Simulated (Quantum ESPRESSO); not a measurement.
# Ruthenium (P6_3/mmc): from the cell to the phonon bands

How does Ruthenium (P6_3/mmc) vibrate, and is this structure a minimum?

Calculated with Quantum ESPRESSO 7.5; DFT PBE, scalar-relativistic, plane waves, GBRV ultrasoft pseudopotentials.

## Step 1: Set-up

Symmetry: P6_3/mmc, No. 194, hexagonal system. Conventional cell: a = 2.706 Å, b = 2.706 Å, c = 4.282 Å, α = 90.00°, β = 90.00°, γ = 120.00°. Ru has 12 Ru at 2.65 to 2.71 Å nearest.

As a file:

```
Ru
1.0
     2.70580    0.00000    0.00000
    -1.35290    2.34329    0.00000
     0.00000    0.00000    4.28190
Ru
2
Direct
  0.33333 0.66667 0.25000
  0.66667 0.33333 0.75000
```

## Step 2: A probe with smearing

A cheap run with smearing and empty bands tells whether the crystal has a gap, which decides between fixed occupations and smearing later on.

The input, probe.in:

```
 &control
    calculation='scf',
    prefix='x',
    outdir='./tmp',
    pseudo_dir='./pseudo',
    tprnfor=.true.,
    tstress=.true.,
    verbosity='high',
 /
 &system
    ibrav=4,
    celldm(1)=5.11322095,
    celldm(3)=1.58248947,
    nat=2,
    ntyp=1,
    ecutwfc=40.0,
    ecutrho=240.0,
    occupations='smearing',
    smearing='gaussian',
    degauss=0.01,
 /
 &electrons
    conv_thr=1.0d-07,
    mixing_beta=0.7,
    electron_maxstep=100,
 /
ATOMIC_SPECIES
 Ru    101.0700  Ru.upf
ATOMIC_POSITIONS crystal
 Ru     0.333333330   0.666666670   0.250000000
 Ru     0.666666670   0.333333330   0.750000000
K_POINTS automatic
 9 9 4 0 0 0
```

Run with:

```bash
$ OMP_NUM_THREADS=1 mpirun -n 8 pw.x -nk 8 -in probe.in > probe.out
```

What it wrote:

```text
[banners, grids, parts of the stress and lines that vanish by symmetry left out]
Program PWSCF v.7.5
     bravais-lattice index     =            4
     lattice parameter (alat)  =       5.1132  a.u.
[...]
kinetic-energy cutoff     =      40.0000  Ry
     charge density cutoff     =     240.0000  Ry
     scf convergence threshold =      1.0E-07
[...]
Exchange-correlation= SLA  PW   PBE  PBE
                           (   1   4   3   4   0   0   0)
[...]
24 Sym. Ops., with inversion, found (12 have fractional translation)
[...]
(     0          1          0      )
                  (     0          0          1      )
[...]
(  0.0000000  1.0000000  0.0000000 )
                  (  0.0000000  0.0000000  1.0000000 )
[...]
(     0         -1          0      )       (  0.0000000 )
[...]
(  0.0000000  0.0000000  1.0000000 )
[...]
(    -1          0          0      )
                  (     0          0          1      )
[...]
( -0.8660254 -0.5000000  0.0000000 )
                  (  0.0000000  0.0000000  1.0000000 )
[...]
number of k points=    36  Gaussian smearing, width (Ry)=  0.0100
[...]
End of self-consistent calculation
[...]
the Fermi energy is    23.9241 ev
!    total energy              =    -388.51710982 Ry
[...]
convergence has been achieved in   7 iterations
[...]
atom    1 type  1   force =    -0.00000000   -0.00000000    0.00000000
     atom    2 type  1   force =     0.00000000    0.00000000    0.00000000
[...]
Total force =     0.000000     Total SCF correction =     0.000000
[...]
total   stress  (Ry/bohr**3)                   (kbar)     P=       43.56
[...]
XML data file, charge density, pseudopotentials, collected wavefunctions

   JOB DONE.
```

Run time: 2.1 s. Hardware: 8 MPI ranks of Arm Neoverse V1, shared host.

Numbers from this step:

```yaml
volume_per_atom: 13.57 Å³
pressure: 4.356 GPa
gap_on_the_k_mesh: 0 eV
```

No gap opens on this mesh, so smearing is kept; the start stands at 4.4 GPa.

## Step 3: Relaxing the cell and atoms

The relaxation runs at a cutoff a fifth above that of the response, since stress converges more slowly with the basis than frequencies do. Forces and stress are brought to rest with tight thresholds.

The input, relax.in:

```
 &control
    calculation='vc-relax',
    prefix='x',
    outdir='./tmp',
    pseudo_dir='./pseudo',
    tprnfor=.true.,
    tstress=.true.,
    forc_conv_thr=2.0d-05,
    etot_conv_thr=1.0d-07,
    nstep=40,
 /
 &system
    ibrav=4,
    celldm(1)=5.11322095,
    celldm(3)=1.58248947,
    nat=2,
    ntyp=1,
    ecutwfc=48,
    ecutrho=288.0,
    occupations='smearing',
    smearing='mv',
    degauss=0.02,
 /
 &electrons
    conv_thr=1.0d-11,
    mixing_beta=0.7,
    electron_maxstep=100,
 /
 &ions
 /
 &cell
    press_conv_thr=0.2,
 /
ATOMIC_SPECIES
 Ru    101.0700  Ru.upf
ATOMIC_POSITIONS crystal
 Ru     0.333333330   0.666666670   0.250000000
 Ru     0.666666670   0.333333330   0.750000000
K_POINTS automatic
 15 15 8 0 0 0
```

Run with:

```bash
$ OMP_NUM_THREADS=1 mpirun -n 8 pw.x -nk 8 -in relax.in > relax.out
```

What it wrote:

```text
[banners, grids, parts of the stress and lines that vanish by symmetry left out]
[banner, memory and clock lines left out]
Program PWSCF v.7.5

[...]
kinetic-energy cutoff     =      48.0000  Ry
     charge density cutoff     =     288.0000  Ry
     scf convergence threshold =      1.0E-11
[...]
energy convergence thresh.=      1.0E-07
     force convergence thresh. =      2.0E-05
     press convergence thresh. =      2.0E-01
     Exchange-correlation= SLA  PW   PBE  PBE
                           (   1   4   3   4   0   0   0)
[...]
24 Sym. Ops., with inversion, found (12 have fractional translation)
[...]
number of k points=   135  Marzari-Vanderbilt smearing, width (Ry)=  0.0200
[...]
End of self-consistent calculation
[...]
the Fermi energy is    23.7706 ev
!    total energy              =    -388.51781634 Ry
[...]
convergence has been achieved in  11 iterations
[...]
atom    1 type  1   force =     0.00000000   -0.00000000    0.00000000
     atom    2 type  1   force =    -0.00000000    0.00000000    0.00000000
     Total force =     0.000000     Total SCF correction =     0.000000
[...]
total   stress  (Ry/bohr**3)                   (kbar)     P=       38.63
[...]
number of bfgs steps    =   0
[...]
CELL_PARAMETERS (alat=  5.11322095)
[...]
ATOMIC_POSITIONS (crystal)
Ru               0.3333333300        0.6666666700        0.2500000000
Ru               0.6666666700        0.3333333300        0.7500000000
[...]
New effective cutoffs (rho, wfc):  283.63   47.45
[...]
End of self-consistent calculation
[...]
the Fermi energy is    23.2050 ev
!    total energy              =    -388.51799784 Ry
[...]
convergence has been achieved in   6 iterations
[...]
atom    1 type  1   force =     0.00000000    0.00000000   -0.00000000
     atom    2 type  1   force =    -0.00000000   -0.00000000    0.00000000
     Total force =     0.000000     Total SCF correction =     0.000000
[...]
total   stress  (Ry/bohr**3)                   (kbar)     P=      -23.44
[...]
number of bfgs steps    =   1
[...]
CELL_PARAMETERS (alat=  5.11322095)
[...]
ATOMIC_POSITIONS (crystal)
Ru               0.3333333300        0.6666666700        0.2500000000
Ru               0.6666666700        0.3333333300        0.7500000000
[...]
New effective cutoffs (rho, wfc):  285.06   47.72
[...]
End of self-consistent calculation
[...]
the Fermi energy is    23.4167 ev
!    total energy              =    -388.51811307 Ry
[...]
convergence has been achieved in   8 iterations
[...]
atom    1 type  1   force =    -0.00000000   -0.00000000   -0.00000000
     atom    2 type  1   force =    -0.00000000   -0.00000000   -0.00000000
     Total force =     0.000000     Total SCF correction =     0.000000
[...]
total   stress  (Ry/bohr**3)                   (kbar)     P=       -0.62
[...]
number of bfgs steps    =   2
[...]
CELL_PARAMETERS (alat=  5.11322095)
[...]
ATOMIC_POSITIONS (crystal)
[...]
New effective cutoffs (rho, wfc):  285.11   47.75
[...]
End of self-consistent calculation
[...]
the Fermi energy is    23.4223 ev
!    total energy              =    -388.51811336 Ry
[...]
convergence has been achieved in   5 iterations
[...]
atom    1 type  1   force =    -0.00000000   -0.00000000   -0.00000000
     atom    2 type  1   force =     0.00000000    0.00000000    0.00000000
     Total force =     0.000000     Total SCF correction =     0.000000
[...]
total   stress  (Ry/bohr**3)                   (kbar)     P=        0.03
[...]
number of bfgs steps    =   3
[...]
CELL_PARAMETERS (alat=  5.11322095)
[...]
ATOMIC_POSITIONS (crystal)
[...]
New effective cutoffs (rho, wfc):  285.11   47.75
[...]
End of self-consistent calculation
[...]
the Fermi energy is    23.4221 ev
!    total energy              =    -388.51811337 Ry
[...]
convergence has been achieved in   5 iterations
[...]
atom    1 type  1   force =     0.00000000    0.00000000    0.00000000
     atom    2 type  1   force =     0.00000000    0.00000000    0.00000000
     Total force =     0.000000     Total SCF correction =     0.000000
[...]
total   stress  (Ry/bohr**3)                   (kbar)     P=        0.01
[...]
bfgs converged in   5 scf cycles and   4 bfgs steps
[...]
End of BFGS Geometry Optimization
     Final enthalpy           =    -388.5181133731 Ry
     File ./tmp/x.bfgs deleted, as requested
[...]
CELL_PARAMETERS (alat=  5.11322095)
[...]
ATOMIC_POSITIONS (crystal)
Ru               0.3333333300        0.6666666700        0.2500000000
Ru               0.6666666700        0.3333333300        0.7500000000
[...]
Final scf calculation at the relaxed structure.
[...]
kinetic-energy cutoff     =      48.0000  Ry
     charge density cutoff     =     288.0000  Ry
     scf convergence threshold =      1.0E-13
[...]
press convergence thresh. =      2.0E-01
     Exchange-correlation= SLA  PW   PBE  PBE
                           (   1   4   3   4   0   0   0)
[...]
24 Sym. Ops., with inversion, found (12 have fractional translation)
[...]
number of k points=   135  Marzari-Vanderbilt smearing, width (Ry)=  0.0200
[...]
End of self-consistent calculation
[...]
the Fermi energy is    23.4221 ev
!    total energy              =    -388.51812345 Ry
[...]
convergence has been achieved in  12 iterations
[...]
atom    1 type  1   force =    -0.00000000   -0.00000000   -0.00000000
     atom    2 type  1   force =     0.00000000    0.00000000    0.00000000
     Total force =     0.000000     Total SCF correction =     0.000000
[...]
total   stress  (Ry/bohr**3)                   (kbar)     P=        0.04
[...]
XML data file, charge density, pseudopotentials, collected wavefunctions
```

Elapsed: 32 s, on 8 MPI ranks.

The steps of the relaxation:

| step | energy less that of the first step (eV) | largest force (eV/Å) | pressure (GPa) | volume (Å³) |
| --- | --- | --- | --- | --- |
| 1 | 0.0000 | 0.0000 | 3.86 | 27.15 |
| 2 | -0.0025 | 0.0000 | -2.34 | 27.69 |
| 3 | -0.0040 | 0.0000 | -0.06 | 27.48 |
| 4 | -0.0040 | 0.0000 | 0.00 | 27.48 |
| 5 | -0.0040 | 0.0000 | 0.00 | 27.48 |
| 6 | -0.0042 | 0.0000 | 0.00 | 27.48 |

| conventional cell, symmetrised | before | after | change |
| --- | --- | --- | --- |
| a (Å) | 2.706 | 2.719 | +0.5 % |
| b (Å) | 2.706 | 2.719 | +0.5 % |
| c (Å) | 4.282 | 4.292 | +0.2 % |
| volume (Å³/atom) | 13.57 | 13.74 | +1.2 % |

The relaxed structure:

```
CELL_PARAMETERS angstrom
2.71891 0.00000 0.00000
-1.35945 2.35464 0.00000
0.00000 0.00000 4.29216
ATOMIC_POSITIONS crystal
Ru 0.33333 0.66667 0.25000
Ru 0.66667 0.33333 0.75000
```

The last row of the table of steps is pw.x's closing run on a basis chosen anew for the final cell, so its energy can jump.

Read from the output:

| Property | Result |
| --- | --- |
| volume per atom | 13.74 Å³ |
| pressure | 0.004 GPa |

The volume changes by +1.2 % from the cell with which this run began.

## Step 4: Ground state

Perturbation theory inherits every error of the wavefunctions, so the threshold is set near the limit of the arithmetic. Smearing stays on, as the first look found no gap above 0.3 eV.

The input, scf.in:

```
 &control
    calculation='scf',
    prefix='x',
    outdir='./tmp',
    pseudo_dir='./pseudo',
    tprnfor=.true.,
    tstress=.true.,
 /
 &system
    ibrav=4,
    celldm(1)=5.1379935,
    celldm(3)=1.57863252,
    nat=2,
    ntyp=1,
    ecutwfc=40.0,
    ecutrho=240.0,
    occupations='smearing',
    smearing='mv',
    degauss=0.02,
 /
 &electrons
    conv_thr=1.0d-12,
    mixing_beta=0.7,
    electron_maxstep=100,
 /
ATOMIC_SPECIES
 Ru    101.0700  Ru.upf
ATOMIC_POSITIONS crystal
 Ru     0.333333333   0.666666667   0.250000000
 Ru     0.666666667   0.333333333   0.750000000
K_POINTS automatic
 15 15 8 0 0 0
```

Run with:

```bash
$ OMP_NUM_THREADS=1 mpirun -n 8 pw.x -nk 8 -in scf.in > scf.out
```

What it wrote:

```text
[banners, grids, parts of the stress and lines that vanish by symmetry left out]
[banner, memory and clock lines left out]
Program PWSCF v.7.5

[...]
kinetic-energy cutoff     =      40.0000  Ry
     charge density cutoff     =     240.0000  Ry
     scf convergence threshold =      1.0E-12
[...]
Exchange-correlation= SLA  PW   PBE  PBE
                           (   1   4   3   4   0   0   0)
[...]
24 Sym. Ops., with inversion, found (12 have fractional translation)
[...]
number of k points=   135  Marzari-Vanderbilt smearing, width (Ry)=  0.0200
[...]
End of self-consistent calculation
[...]
the Fermi energy is    23.4226 ev
!    total energy              =    -388.51779372 Ry
[...]
convergence has been achieved in  11 iterations
[...]
atom    1 type  1   force =     0.00000000    0.00000000    0.00000000
     atom    2 type  1   force =     0.00000000    0.00000000    0.00000000
     Total force =     0.000000     Total SCF correction =     0.000000
[...]
total   stress  (Ry/bohr**3)                   (kbar)     P=        0.35
[...]
XML data file, charge density, pseudopotentials, collected wavefunctions
```

Elapsed: 6.4 s, on 8 MPI ranks.

Read from the output:

```yaml
pressure: 0.03433 GPa
```

The cell stands at 0.034 GPa, close enough for phonons.

## Step 5: Levels on a dense mesh

The coupling is a sum over pairs of states at the Fermi level and needs a much denser mesh than the density does.

scf_fit.in, as its differences from scf.in of step 4:

```diff
@@ -19,5 +19,6 @@
     degauss=0.02,
+    la2F=.true.,
  /
  &electrons
-    conv_thr=1.0d-12,
+    conv_thr=1.0d-10,
     mixing_beta=0.7,
@@ -31,2 +32,2 @@
 K_POINTS automatic
- 15 15 8 0 0 0
+ 30 30 16 0 0 0
```

Run with:

```bash
$ OMP_NUM_THREADS=1 mpirun -n 8 pw.x -nk 8 -in scf_fit.in > scf_fit.out
```

What it wrote:

```text
[banners, grids, parts of the stress and lines that vanish by symmetry left out]
[banner, memory and clock lines left out]
Program PWSCF v.7.5

[...]
kinetic-energy cutoff     =      40.0000  Ry
     charge density cutoff     =     240.0000  Ry
     scf convergence threshold =      1.0E-10
[...]
Exchange-correlation= SLA  PW   PBE  PBE
                           (   1   4   3   4   0   0   0)
[...]
24 Sym. Ops., with inversion, found (12 have fractional translation)
[...]
number of k points=   819  Marzari-Vanderbilt smearing, width (Ry)=  0.0200
[...]
End of self-consistent calculation
[...]
the Fermi energy is    23.4222 ev
!    total energy              =    -388.51756152 Ry
[...]
convergence has been achieved in   9 iterations
[...]
atom    1 type  1   force =     0.00000000    0.00000000    0.00000000
     atom    2 type  1   force =    -0.00000000   -0.00000000    0.00000000
     Total force =     0.000000     Total SCF correction =     0.000000
[...]
total   stress  (Ry/bohr**3)                   (kbar)     P=        0.46
[...]
XML data file, charge density, pseudopotentials, collected wavefunctions
```

The job ended after 28 s (8 MPI ranks).

Numbers from this step:

```
pressure : 0.04600 GPa
```

## Step 6: Ground state

The run on the dense mesh left its levels for the electron-phonon sums; ph.x needs the ground state on the coarse mesh, so pw.x runs once more in the same folder.

scf.in is that of step 4.

Run with:

```bash
$ OMP_NUM_THREADS=1 mpirun -n 8 pw.x -nk 8 -in scf.in > scf.out
```

What it wrote:

```text
[banners, grids, parts of the stress and lines that vanish by symmetry left out]
[banner, memory and clock lines left out]
Program PWSCF v.7.5

[...]
kinetic-energy cutoff     =      40.0000  Ry
     charge density cutoff     =     240.0000  Ry
     scf convergence threshold =      1.0E-12
[...]
Exchange-correlation= SLA  PW   PBE  PBE
                           (   1   4   3   4   0   0   0)
[...]
24 Sym. Ops., with inversion, found (12 have fractional translation)
[...]
number of k points=   135  Marzari-Vanderbilt smearing, width (Ry)=  0.0200
[...]
End of self-consistent calculation
[...]
the Fermi energy is    23.4226 ev
!    total energy              =    -388.51779372 Ry
[...]
convergence has been achieved in  11 iterations
[...]
atom    1 type  1   force =     0.00000000    0.00000000    0.00000000
     atom    2 type  1   force =     0.00000000    0.00000000    0.00000000
     Total force =     0.000000     Total SCF correction =     0.000000
[...]
total   stress  (Ry/bohr**3)                   (kbar)     P=        0.35
[...]
XML data file, charge density, pseudopotentials, collected wavefunctions
```

Wall time 6.4 s (8 MPI ranks).

Numbers from this step:

```
pressure : 0.03433 GPa
```

[end of part 1 of 4]

[Host names and launcher messages were left out of these logs when they were recorded.]

[Logs are printed without paths, hosts, clocks, repeated set-up lines and the standing remarks that a program may print on its own settings, such as how far it seeks lower states.]

[Hosts, paths, dates, database ids (printed as entryN), source tags and the programs' standing remarks are cut or masked in the printed files.]
